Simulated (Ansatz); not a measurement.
# N on W(100): change of the work function

How does N on the hollow site change the work function of W(100) as the layer fills?

Method: plane-wave DFT, PBE, Ansatz PAW, in Ansatz 0.2.0.

Report form: the programs' logs are mostly left out.

## (1) The starting structure

The cell holds 5 atoms: 5 W. Cell: a = 3.160 Å, b = 3.160 Å, c = 24.320 Å, α = 90.0°, β = 90.0°, γ = 90.0°. Vacuum lies along c.

## (2) The clean slab

The bare slab comes first, as the zero from which every change is counted. The two lowest layers are held at bulk places and the upper ones relax. The dipole correction removes the false field that a one-sided slab makes across the periodic vacuum, so each face gets a flat vacuum level of its own.

input.yaml reads:

```yaml
crystal:
  lattice:
    - [3.16, 0.0, 0.0]
    - [0.0, 3.16, 0.0]
    - [0.0, 0.0, 24.32]
  atoms:
    - { symbol: W, position: [0.0, 0.0, 0.3700657895] }
    - { symbol: W, position: [0.5, 0.5, 0.4350328947] }
    - { symbol: W, position: [0.0, 0.0, 0.5] }
    - { symbol: W, position: [0.5, 0.5, 0.5649671053] }
    - { symbol: W, position: [0.0, 0.0, 0.6299342105] }
kpoints:
  mp_grid: { grid: [12, 12, 1] }
hamiltonian:
  xc: pbe
scf:
  occupations: { method: fermi_dirac, width: 0.1 }
  convergence: { dr2_threshold: 1.0e-08 }
efield:
  axis: 3
  dipole_correction: true
  ramp_position: 0.97
  ramp_width: 0.06
relax:
  f_tol: 0.02
  max_steps: 60
  constraints: [{ sites: [0, 1] }]
output:
  write_potential: true
  write_density: true
  volumetric_format: npy
```

Run with:

```sh
> ansatz run input.yaml --threads 4 --pin off --max-ram 6144MiB --backend cpu --events-out ev --progress --plain --runs-dir out
```

Elapsed: 23 s, on 4 threads of Intel Xeon Platinum 8259CL at 2.50GHz (Skylake/Cascade Lake), shared host; peak memory 0.7 GiB.

Step by step:

| step | energy less that of the first step (eV) | largest force component (eV/Å) |
| --- | --- | --- |
| 1 | 0.0000 | 1.5923 |
| 2 | 0.2389 | 2.9711 |
| 3 | -0.1112 | 0.2016 |
| 4 | -0.1130 | 0.0101 |

Relaxation step 2 was tried and not accepted.

Forces are held to the 8 operations that the run works with; a distortion that breaks them can't arise in this run.

The atoms that moved most (Å):

| atom | dx | dy | dz | length |
| --- | --- | --- | --- | --- |
| W5 | 0.000 | 0.000 | -0.086 | 0.086 |
| W4 | 0.000 | 0.000 | 0.064 | 0.064 |

The relaxed structure:

```xyz
5
Lattice="3.1600 0.0000 0.0000 0.0000 3.1600 0.0000 0.0000 0.0000 24.3200" Properties=species:S:1:pos:R:3
W     0.0000    0.0000    9.0000
W     1.5800    1.5800   10.5800
W     0.0000    0.0000   12.1592
W     1.5800    1.5800   13.8038
W     0.0000    0.0000   15.2342
```

Numbers from this step:

```
energy at zero smearing        : -51918.9390 eV
work function, upper face      : 4.140 eV
work function, lower face      : 4.251 eV
dipole along the normal        : 0.006111 e·Å
step between the vacuum levels : -0.1107 eV
```

Running mean over 1.58 Å of the planar mean; the ramp of the sawtooth is left out. Table of electron's electrostatic potential energy less the Fermi level by z:

z (Å), electron's electrostatic potential energy less the Fermi level (eV) and a bar from the least value:
```
      3.0        4.3 ##############################
      3.5        4.3 ##############################
      4.0        4.3 ##############################
      4.5        4.2 ##############################
      5.0        4.2 ##############################
      5.5        4.2 ##############################
      6.0        4.2 ##############################
      6.5        4.0 ##############################
      7.0        3.4 #############################
      7.5        1.7 ##########################
      8.0       -2.6 ###################
      8.5       -8.0 ##########
      9.0      -11.3 ####
      9.5      -12.2 ###
     10.0      -12.4 ###
     10.5      -12.5 ##
     11.0      -12.6 ##
     11.5      -12.7 ##
     12.0      -12.6 ##
     12.5      -12.2 ###
     13.0      -12.0 ###
     13.5      -12.4 ##
     14.0      -13.4 #
     14.5      -13.9 
     15.0      -13.0 #
     15.5      -10.2 ######
     16.0       -5.2 ##############
     16.5        0.0 #######################
     17.0        2.8 ############################
     17.5        3.7 #############################
     18.0        4.0 ##############################
     18.5        4.1 ##############################
     19.0        4.1 ##############################
     19.5        4.1 ##############################
     20.0        4.1 ##############################
     20.5        4.1 ##############################
     21.0        4.1 ##############################
```

The relaxation took 4 steps and lowered the energy by 0.11 eV; the largest force on the free atoms ends at 0.010 eV/Å.

The work function of the upper face is 4.14 eV.

## (3) The covered slab, k-mesh 6×6×1, coverage 0.25 ML

System of this step: W20N (N/W(100)). The cell holds 21 atoms: 20 W and 1 N. Its edges and angles: a = 6.320 Å, b = 6.320 Å, c = 25.110 Å, α = 90.0°, β = 90.0°, γ = 90.0°. Vacuum lies along c.

The clean slab as it ended is repeated in the plane and the adsorbate is set on one face; the cell's size fixes the coverage, and the k-mesh shrinks with it to keep the sampling density about even. Adsorbate and upper layers relax, since the dipole depends on the height.

input.yaml reads:

```yaml
crystal:
  lattice:
    - [6.32, 0.0, 0.0]
    - [0.0, 6.32, 0.0]
    - [0.0, 0.0, 25.1098318303]
  atoms:
    - { symbol: W, position: [0.0, 0.0, 0.3584253396] }
    - { symbol: W, position: [0.25, 0.25, 0.4213488991] }
    - { symbol: W, position: [0.0, 0.0, 0.4842393473] }
    - { symbol: W, position: [0.25, 0.25, 0.5497362958] }
    - { symbol: W, position: [0.0, 0.0, 0.606702842] }
    - { symbol: W, position: [0.0, 0.5, 0.3584253396] }
    - { symbol: W, position: [0.25, 0.75, 0.4213488991] }
    - { symbol: W, position: [0.0, 0.5, 0.4842393473] }
    - { symbol: W, position: [0.25, 0.75, 0.5497362958] }
    - { symbol: W, position: [0.0, 0.5, 0.606702842] }
    - { symbol: W, position: [0.5, 0.0, 0.3584253396] }
    - { symbol: W, position: [0.75, 0.25, 0.4213488991] }
    - { symbol: W, position: [0.5, 0.0, 0.4842393473] }
    - { symbol: W, position: [0.75, 0.25, 0.5497362958] }
    - { symbol: W, position: [0.5, 0.0, 0.606702842] }
    - { symbol: W, position: [0.5, 0.5, 0.3584253396] }
    - { symbol: W, position: [0.75, 0.75, 0.4213488991] }
    - { symbol: W, position: [0.5, 0.5, 0.4842393473] }
    - { symbol: W, position: [0.75, 0.75, 0.5497362958] }
    - { symbol: W, position: [0.5, 0.5, 0.606702842] }
    - { symbol: "N", position: [0.25, 0.25, 0.6415746604] }
kpoints:
  mp_grid: { grid: [6, 6, 1] }
hamiltonian:
  xc: pbe
scf:
  occupations: { method: fermi_dirac, width: 0.1 }
  convergence: { dr2_threshold: 1.0e-08 }
efield:
  axis: 3
  dipole_correction: true
  ramp_position: 0.97
  ramp_width: 0.06
relax:
  f_tol: 0.02
  max_steps: 60
  constraints: [{ sites: [0, 1, 5, 6, 10, 11, 15, 16] }]
output:
  dos: { projected: true, e_range: [-8, 4] }
  write_potential: true
  write_density: true
  volumetric_format: npy
  elf: true
```

It took 4.1 min on 4 threads; peak memory 4.2 GiB.

This run has no spin polarisation although its electron count is odd.

Step by step:

| step | energy less that of the first step (eV) | largest force component (eV/Å) |
| --- | --- | --- |
| 1 | 0.0000 | 2.5453 |
| 2 | -0.6830 | 0.9825 |
| 3 | -0.7905 | 0.3891 |
| 4 | -0.8074 | 0.0690 |
| 5 | -0.8084 | 0.0601 |
| 6 | -0.8087 | 0.0050 |

The run keeps the 8 symmetry operations that it works with, so distortions that break them were not tested.

The atoms that moved most (Å):

| atom | dx | dy | dz | length |
| --- | --- | --- | --- | --- |
| N21 | 0.000 | 0.000 | -0.279 | 0.279 |
| W4 | 0.000 | 0.000 | -0.149 | 0.149 |
| W20 | -0.076 | -0.076 | 0.048 | 0.118 |
| W10 | 0.076 | -0.076 | 0.048 | 0.118 |
| W15 | -0.076 | 0.076 | 0.048 | 0.118 |
| W5 | 0.076 | 0.076 | 0.048 | 0.118 |
| W19 | 0.000 | 0.000 | 0.034 | 0.034 |
| W18 | 0.019 | 0.019 | 0.006 | 0.027 |

Final coordinates:

```xyz
21
Lattice="6.3200 0.0000 0.0000 0.0000 6.3200 0.0000 0.0000 0.0000 25.1098" Properties=species:S:1:pos:R:3
W     0.0000    0.0000    9.0000
W     1.5800    1.5800   10.5800
W    -0.0188   -0.0188   12.1655
W     1.5800    1.5800   13.6548
W     0.0765    0.0765   15.2820
W     0.0000    3.1600    9.0000
W     1.5800    4.7400   10.5800
W    -0.0188    3.1788   12.1655
W     1.5800    4.7400   13.8204
W     0.0765    3.0835   15.2820
W     3.1600    0.0000    9.0000
W     4.7400    1.5800   10.5800
W     3.1788   -0.0188   12.1655
W     4.7400    1.5800   13.8204
W     3.0835    0.0765   15.2820
W     3.1600    3.1600    9.0000
W     4.7400    4.7400   10.5800
W     3.1788    3.1788   12.1655
W     4.7400    4.7400   13.8378
W     3.0835    3.0835   15.2820
N     1.5800    1.5800   15.8307
```

Numbers from this step:

* energy at zero smearing: -208062.4258 eV
* work function, upper face: 4.050 eV
* work function, lower face: 4.249 eV
* dipole along the normal: 0.04400 e·Å
* step between the vacuum levels: -0.1993 eV

Running mean over 1.58 Å of the planar mean; the ramp of the sawtooth is left out. Electron's electrostatic potential energy less the Fermi level against z:

z (Å), electron's electrostatic potential energy less the Fermi level (eV) and a bar from the least value:
```
      3.5        4.2 ##############################
      4.0        4.2 ##############################
      4.5        4.2 ##############################
      5.0        4.2 ##############################
      5.5        4.2 ##############################
      6.0        4.2 ##############################
      6.5        4.0 ##############################
      7.0        3.4 #############################
      7.5        1.7 ##########################
      8.0       -2.6 ##################
      8.5       -8.0 #########
      9.0      -11.3 ####
      9.5      -12.1 ##
     10.0      -12.4 ##
     10.5      -12.5 ##
     11.0      -12.6 #
     11.5      -12.6 #
     12.0      -12.6 #
     12.5      -12.5 ##
     13.0      -12.3 ##
     13.5      -12.5 ##
     14.0      -13.0 #
     14.5      -13.4 
     15.0      -13.3 
     15.5      -11.6 ###
     16.0       -6.9 ###########
     16.5       -1.1 #####################
     17.0        2.4 ###########################
     17.5        3.6 #############################
     18.0        3.9 #############################
     18.5        4.0 ##############################
     19.0        4.0 ##############################
     19.5        4.0 ##############################
     20.0        4.0 ##############################
     20.5        4.0 ##############################
     21.0        4.0 ##############################
     21.5        4.0 ##############################
     22.0        4.0 ##############################
```

The density of states has structure finer than the step of the table below, so its rows give means over 0.5 eV, whole bins alone (the curve runs from -8 to 1.98 eV). Peaks (eV: height): -3.22: 35.4, -3.13: 42.8, -2.98: 33.3, 0.87: 34.6, 1.50: 38.4, 1.77: 34.4, 1.95: 43.4.

Table of density of states by energy, zero at the Fermi level; means over each step:

| energy (eV) | density of states (states/eV a cell) |
| --- | --- |
| -7.5 | 1.49 |
| -7.0 | 3.76 |
| -6.5 | 8.83 |
| -6.0 | 8.44 |
| -5.5 | 11.9 |
| -5.0 | 12.7 |
| -4.5 | 13.9 |
| -4.0 | 20.9 |
| -3.5 | 18.4 |
| -3.0 | 28.0 |
| -2.5 | 25.1 |
| -2.0 | 24.4 |
| -1.5 | 21.8 |
| -1.0 | 14.1 |
| -0.5 | 20.6 |
| 0.0 | 19.1 |
| 0.5 | 15.3 |
| 1.0 | 23.5 |
| 1.5 | 26.2 |

Projected DOS per atom over height of the atomic layer and energy from the Fermi level. Layers: W4 W4 W4 W4 W4 N from below.

Ten even steps from '_' (0.02 states/eV) to '@' (2.59 states/eV), each cell a mean:
```
++======++__
**--==--++__
==::--::==__
++..::..--__
##......++__
%%::..::++__
--......==__
==--------__
++--======..
++========__
==++==++--__
::====**++::
::----==::::
==++==--::..
..::--::....
__::--::....
__::--::..--
__........--
______..::@@
________..--
____________
____________
```
Columns: height of the atomic layer (Å) from 9 to 15.8 (not evenly spaced); rows upwards: energy from the Fermi level (eV) from -7.96 to 1.95.

Valence density in the ca plane at fractional y = 0.250, with atoms of W and N within 0.2 Å of it. It is the smooth field of the valence electrons, not physical close to the nuclei.

Ten even steps from '0' (0.0 e/Å³) to '9' (5.0 e/Å³), each cell a mean:
```
00000000000000000000000000000000000000000000
00000001111000001111000000000000000000000000
00000014774100014773100000000000000000000000
00000017997100028996100000000000000000000000
00000017997100028996100000000000000000000000
00000013774100014763100000000000000000000000
00000001111000001111000000000000000000000000
00000000000000000000000000000000000000000000
00000000000000000000000000000000000000000000
00000000000000000000000000000000000000000000
00000002442000013431011210000000000000000000
00000016996100038982124530000000000000000000
00000017997200159893125741000000000000000000
00000015996100038982124530000000000000000000
00000002342000013431011210000000000000000000
00000000000000000000000000000000000000000000
00000000000000000000000000000000000000000000
```
Columns run along c (16.0 Å, from fractional 0.30 to 0.94 of the cell), rows up along a (6.3 Å). Atoms in or near the plane, at fractional coordinates: W at (0.42, 0.25), W at (0.54, 0.25), W at (0.42, 0.75), W at (0.55, 0.75), N at (0.63, 0.25).

ELF in the ca plane at fractional y = 0.250, with atoms of W and N within 0.2 Å of it. It is the smooth field of the valence electrons, not physical close to the nuclei.

Ten even steps from '0' (0.00) to '9' (0.80), each cell a mean:
```
44455554224555553235665443210000000000000000
34455543333455533333566543211000000000000000
33455436776345337775345543211000000000000000
23344237447324247347224433211000000000000000
23344237447324247357234433211000000000000000
33455436776345337775345543211000000000000000
34455543333455533333566543211000000000000000
44455554224555553235665443210000000000000000
44555555445655554445543432100000000000000000
34455553223456542223334554210000000000000000
33455534664356435653368997410000000000000000
23445337667334267584388799620000000000000000
23444237327324265165385289730000000000000000
23445337667334267684388799620000000000000000
33455534554356435653358997410000000000000000
34455553223456542223334554200000000000000000
44555555445655554445544432100000000000000000
```
Columns run along c (16.0 Å, from fractional 0.30 to 0.94 of the cell), rows up along a (6.3 Å). Atoms in or near the plane, at fractional coordinates: W at (0.42, 0.25), W at (0.54, 0.25), W at (0.42, 0.75), W at (0.55, 0.75), N at (0.63, 0.25).

(Continued in part 2 of 2.)

[Logs are printed without paths, hosts, clocks, repeated set-up lines and the standing remarks that a program may print on its own settings, such as how far it seeks lower states.]

[Hosts, paths, dates, database ids (printed as entryN), source tags and the programs' standing remarks are cut or masked in the printed files.]

[Maps of the electrostatic potential energy from Ansatz leave out the sawtooth potential of an applied field or a dipole correction, so their vacuum need not be flat; planar profiles and work functions include it.]

[The density of states shown here was stored with 400 of the rows of the run's finer table, so its peaks can read low, often by over a quarter, or be missed, and its means over a window can be off by a tenth or more.]
